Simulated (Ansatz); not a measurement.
# YPO4 (I4_1/amd): band gap by G0W0 on r2SCAN, part 2 of 2

How far does one-shot GW move the r2SCAN gap of YPO4 (I4_1/amd)?

Ansatz 0.2.0; r2SCAN, then G0W0 on it, plane waves, PAW. Known limits of the many-body steps: finite bands, screening cutoff and k mesh; no spin-orbit coupling in G0W0.

So far. Step 2 (The r2SCAN band structure): Over mesh and path the gap is 6.593 eV, from k = Γ to k = (0.000, 0.000, 0.350). The least direct gap found is 6.794 eV, at k = (0.000, 0.000, 0.167). Step 3 (One-shot GW): Over 12 of 13 irreducible mesh points the G0W0 gap is 8.882 eV, from k = Γ to k = (0.000, 0.000, 0.250). The r2SCAN gap of this run on the mesh is 6.630 eV. The two states that bound the G0W0 gap lie that far apart at the start, so the correction of the gap is 8.882 − 6.630 = +2.252 eV.

The database entry behind the starting cell differs from later determinations by our own check (impure mineral, about 0.2 % long), so it need not match the best structure at ambient conditions.

In doubt: masses and optical values from hybrid runs of this build are listed as unsure (in some of the runs), which bears on the screening that GW takes from such a start.

### Step 4. Spin-orbit coupling

This run has two-component orbitals with spin-orbit coupling.

This step: DFT, r2SCAN with spin-orbit coupling, plane waves, PAW.

input.yaml

```yaml
crystal:
  lattice:
    - [-3.44735, 3.44735, 3.0138]
    - [3.44735, -3.44735, 3.0138]
    - [3.44735, 3.44735, -3.0138]
  atoms:
    - { symbol: "Y", position: [0.75, 0.25, 0.5] }
    - { symbol: "Y", position: [0.0, 0.0, 0.0] }
    - { symbol: P, position: [0.5, 0.5, 0.0] }
    - { symbol: P, position: [0.25, 0.75, 0.5] }
    - { symbol: O, position: [0.1661, 0.3408, 0.8253] }
    - { symbol: O, position: [0.0908, 0.7655, 0.6747] }
    - { symbol: O, position: [0.5155, 0.3408, 0.1747] }
    - { symbol: O, position: [0.0908, 0.4161, 0.3253] }
    - { symbol: O, position: [0.5839, 0.9092, 0.6747] }
    - { symbol: O, position: [0.6592, 0.8339, 0.1747] }
    - { symbol: O, position: [0.2345, 0.9092, 0.3253] }
    - { symbol: O, position: [0.6592, 0.4845, 0.8253] }
kpoints:
  mp_grid: { grid: [6, 6, 6] }
  band_path:
    path:
      - [0.0, 0.0, 0.0]
      - [0.0, 0.0, 0.5]
      - [-0.5, 0.5, 0.5]
      - [0.44107247, 0.44107247, -0.44107247]
      - [-0.44107247, 0.55892753, 0.44107247]
      - [0.25, 0.25, 0.25]
      - [0.0, 0.5, 0.0]
      - [0.0, 0.0, 0.35]
      - [0.0, 0.0, 0.1666666667]
    npoints: 1
hamiltonian:
  xc: r2scan
scf:
  occupations: { method: fixed }
  n_extra_bands: 16
magnetization:
  noncollinear: true
  spin_orbit: true
output:
  eigenvalues: true
  forces: true
  stress: true
```

On the command line:

```bash
ansatz run input.yaml --threads 24 --pin off --max-ram 82944MiB --backend cuda --events-out ev --progress --plain --runs-dir out --devices 1 --max-vram 78GiB
```

Numbers of over 12 decimals in the logs are rounded to 6 here.

Output:

```text
[...]
GPUs: using 1 of 1 available (devices: 1).
[...]
non-collinear run that drives no moment, with spin-orbit: no starting moment large enough to seed its density (crystal.atoms[].spin), no starting occupations that ask for one, no magnetisation constraint and no magnetic field, so the semilocal B_xc is pinned to zero
concurrent solve slots: 15 of 24 are kept, ahead of what memory takes: no pass of the eigensolver takes more rounds on 15
[...]
Crystal: 12 atoms, lattice volume = 143.267 Å³
Basis set: ecut = 500 eV, 3683 PW (Γ), exchange–correlation on 180×180×180 points (64 copies of the dense FFT grid, shifted against one another)
Bands: 96, of which v1, the nominal top of the filled ones, is band 80 counted from 1 (79 counted from 0)
Symmetry: 16 space group operations + 16 with time reversal
[...]
k-points: 30 of 216
Projection manifold: j_resolved (fully-relativistic pseudo-atomic orbitals)
[...]
SCF iter   1: F=—  HF=-13798.609372 eV  |F-HF|=—  |Δ(HF+E_count)|=         —  Δρ=9.39e-2  dr2=1.54e1  dr2_τ=4.65e-1  dr2_m=0.00e0 (ungated)  ethr=3.10e-3  |M|=0.00e0 ∫|m|=0.00e0 μB  |m|>n=0.0e0 m-floor=0.0e0 τ_xc=0.0e0  β_m=0.30  ⟨swp⟩=5.3  Hψ=6432  notcnv=0  defer=360
[...]
spin=Noncollinear: Resta preconditioning applied to the charge; magnetization (m_x, m_y, m_z) channels mix plain (no charge-response kernel on spin).
SCF iter   2: F=—  HF=-13796.034526 eV  |F-HF|=—  |Δ(HF+E_count)|=    2.57e0  Δρ=5.69e-2  dr2=5.79e0  dr2_τ=5.03e-2  dr2_m=0.00e0 (ungated)  ethr=3.10e-3  |M|=0.00e0 ∫|m|=0.00e0 μB  |m|>n=0.0e0 m-floor=0.0e0 τ_xc=0.0e0  β_m=0.50  ⟨swp⟩=2.7  Hψ=2684  notcnv=0  defer=358
SCF iter   3: F=—  HF=-13795.195553 eV  |F-HF|=—  |Δ(HF+E_count)|=   8.39e-1  Δρ=1.85e-2  dr2=3.96e-1  dr2_τ=9.66e-3  dr2_m=0.00e0 (ungated)  ethr=3.10e-3  |M|=0.00e0 ∫|m|=0.00e0 μB  |m|>n=0.0e0 m-floor=0.0e0 τ_xc=0.0e0  β_m=0.63  ⟨swp⟩=4.2  Hψ=2535  notcnv=0  defer=352
[...]
SCF 1 converged in 8 iterations: F = -13795.213832 eV  dr2 = 3.59e-8
[...]
SCF converged after 8 iterations
[...]
--- Forces (eV/Å), atoms counted from 1 ---
  atom   1  Y      0.00000000    -0.00000000     0.00000000
  atom   2  Y      0.00000000    -0.00000000     0.00000000
  atom   3  P      0.00000000     0.00000000     0.00000000
  atom   4  P      0.00000000     0.00000000     0.00000000
  atom   5  O      0.00000000    -0.03586906    -0.02551287
  atom   6  O      0.03586906     0.00000000    -0.02551287
  atom   7  O      0.00000000     0.03586906    -0.02551287
  atom   8  O     -0.03586906     0.00000000    -0.02551287
  atom   9  O      0.00000000     0.03586906     0.02551287
  atom  10  O      0.03586906    -0.00000000     0.02551287
  atom  11  O      0.00000000    -0.03586906     0.02551287
  atom  12  O     -0.03586906    -0.00000000     0.02551287
  max |Σ_I F_I| component: 1.73e-17 eV/Å
--- Stress (GPa, compression-positive) ---
        0.495345       0.000000      -0.000000
        0.000000       0.495345      -0.000000
        0.000000      -0.000000       0.260342
  P = ⅓ Tr σ = 0.4170 GPa (4.170 kbar)
--- Band table (eV; the first three rows and the last of 30) ---
[...]
```

Run time: 2.5 s. Hardware: 1 × NVIDIA GB200 (shared by 2 runs) with 24 threads of Arm Neoverse V2, shared host; peak memory 1.4 GiB.

Numbers from this step:

* pressure: 0.4170 GPa
* gap: 6.593 eV
* valence top at: Γ
* conduction bottom at: k = (0.000, 0.000, 0.350)
* least direct gap: 6.794 eV

Over mesh and listed points the gap is 6.593 eV, from k = Γ to k = (0.000, 0.000, 0.350). The least direct gap found is 6.794 eV, at k = (0.000, 0.000, 0.167). r2SCAN+SOC against r2SCAN: 6.593 − 6.593 = +0.000 eV, with the same mesh, set of files (read in its fully relativistic form for the spin-orbit run) and cutoff, and both edges at the same k points. The spin-orbit run sees mesh and listed points alone, so its gap is an upper bound: the coupling can move an edge off these points, and the change over the zone, its sign included where it is small, is not known.

### Step 5. Side by side

Each gap is the least one over the points named; times are wall times on shared hosts, not benchmarks. A G0W0 time includes the run's own self-consistent start. Runs with listed points see these and the mesh alone, so an edge that moves elsewhere is missed. Rows marked * are further runs, not shown as steps, whose inputs differ from the G0W0 step on the same start in the columns given; solver thresholds can differ too.

```
       level   mesh       files, cutoff   bands summed, screening                            points  gap (eV)  valence top      conduction bottom  least direct gap (eV)   time
      r2SCAN  6×6×6  soft_2 PAW, 500 eV                         -                     mesh and path     6.593            Γ  (0.000, 0.000, 0.350)                  6.794    2 s
  r2SCAN+SOC  6×6×6  soft_2 PAW, 500 eV                         -            mesh and listed points     6.593            Γ  (0.000, 0.000, 0.350)                  6.794  2.5 s
G0W0@r2SCAN*  4×4×4  soft_2 PAW, 500 eV                148, 48 eV    all 13 irreducible mesh points     8.855            Γ                      Γ                  8.855  4.2 s
G0W0@r2SCAN*  4×4×4  soft_2 PAW, 500 eV                345, 96 eV  12 of 13 irreducible mesh points     8.773            Γ  (0.000, 0.000, 0.250)                  8.792  7.7 s
 G0W0@r2SCAN  4×4×4  soft_2 PAW, 500 eV               698, 160 eV  12 of 13 irreducible mesh points     8.882            Γ  (0.000, 0.000, 0.250)                  8.946   16 s
G0W0@r2SCAN*  2×2×2  soft_2 PAW, 500 eV                345, 96 eV     all 4 irreducible mesh points     8.801            Γ                      Γ                  8.801  2.2 s
G0W0@r2SCAN*  4×4×4  soft_2 PAW, 500 eV  345, 96 eV, plasmon pole    all 13 irreducible mesh points     8.782            Γ                      Γ                  8.782  8.6 s
```

### Step 6. Summary of results

```json
{
 "r2SCAN gap over mesh and path": "6.593 eV, from k = Γ to k = (0.000, 0.000, 0.350)",
 "G0W0@r2SCAN gap over 12 of 13 irreducible mesh points": "8.882 eV, from k = Γ to k = (0.000, 0.000, 0.250)",
 "r2SCAN+SOC gap over mesh and listed points": "6.593 eV",
 "GW settings": "4×4×4 mesh, 658 empty bands, screening to 160 eV",
 "known limits": "finite bands, screening cutoff and k mesh; no spin-orbit coupling in G0W0"
}
```

In words: Over 12 of 13 irreducible mesh points the G0W0 gap is 8.882 eV, from k = Γ to k = (0.000, 0.000, 0.250). The r2SCAN gap of this run on the mesh is 6.630 eV. The two states that bound the G0W0 gap lie that far apart at the start, so the correction of the gap is 8.882 − 6.630 = +2.252 eV. The valence state moves by 5.293 − 6.351 = −1.058 eV and the conduction state by 14.175 − 12.981 = +1.194 eV, on the run's own scale; how far single levels stand from their limit in bands is not shown. Over mesh and path, r2SCAN puts the conduction bottom at k = (0.000, 0.000, 0.350), where no G0W0 correction was computed. The G0W0 gap over the whole zone is therefore not known from this run; at its settings it can only be equal to or under the 8.882 eV found, and no correction is carried over from another point. For the start itself the gap is 6.593 eV over mesh and path and 6.630 eV on the mesh of the G0W0 run, in runs that differ in mesh (6×6×6 and 4×4×4). From 148 bands and 48 eV to 698 bands and 160 eV the gap moves by 8.882 − 8.855 = +0.027 eV (rung by rung 8.855, 8.773, 8.882 eV); bands and screening cutoff rise together, so their parts are not told apart. The states that bound the gap change along the series, so no limit is drawn and it is not known. With the 2×2×2 mesh in place of the 4×4×4 mesh and all else as in the G0W0@r2SCAN row with 345 bands, the gap differs by 8.801 − 8.773 = +0.028 eV, and that of the start by 6.697 − 6.630 = +0.067 eV; an edge lies at another k point, so this need not be the shift of one pair of states. With the plasmon pole model in place of the contour deformation model and all else as in the G0W0@r2SCAN row with 345 bands, the gap differs by 8.782 − 8.773 = +0.009 eV; an edge lies at another k point, so this need not be the shift of one pair of states. G0W0 on other starts in this series, not shown as steps and not all at these settings: 9.228 eV on HSE06 (4×4×4, soft_2 PAW, 345 bands, 96 eV) and 9.444 eV on PBE0 (4×4×4, soft_2 PAW, 345 bands, 96 eV). r2SCAN+SOC against r2SCAN: 6.593 − 6.593 = +0.000 eV, with the same mesh, set of files (read in its fully relativistic form for the spin-orbit run) and cutoff, and both edges at the same k points. The spin-orbit run sees mesh and listed points alone, so its gap is an upper bound: the coupling can move an edge off these points, and the change over the zone, its sign included where it is small, is not known. What spin-orbit coupling does to the G0W0 levels was not computed, so no sum with the G0W0 gap is formed. The G0W0 runs are scalar-relativistic. G0W0@r2SCAN runs of this series with other atomic data on the same mesh, not shown as steps, give 8.761 eV (hard PAW, 1050 eV, 345 bands, screening to 96 eV; the table's row with the same empty bands and screening cutoff has 8.773 eV); where bands and cutoffs differ too, the part of the files is not isolated.

[Paths, hosts, dates, memory and timing lines, banners, echoed tables and standing remarks are left out of the program output.]

[Logs are printed without paths, hosts, clocks, repeated set-up lines and the standing remarks that a program may print on its own settings, such as how far it seeks lower states.]

[Runs of the session that timed out or met a known fault of the program may be left out.]

[Cells called generated may have been cut or substituted from an entry of the Crystallography Open Database or the Materials Project.]

[Hosts, paths, dates, database ids (printed as entryN), source tags and the programs' standing remarks are cut or masked in the printed files.]

[Where an RPA ε∞ is given, it is that of the G0W0 mesh and is not shown converged in it. Names of k-points follow the symmetry that the program found, which can be lower than the space group named. Band edges on a path are those of the sampled points; other points can move an edge, and change direct to indirect where valleys lie close.]

[Hybrid gaps are those of their k-mesh and are not shown converged in it.]
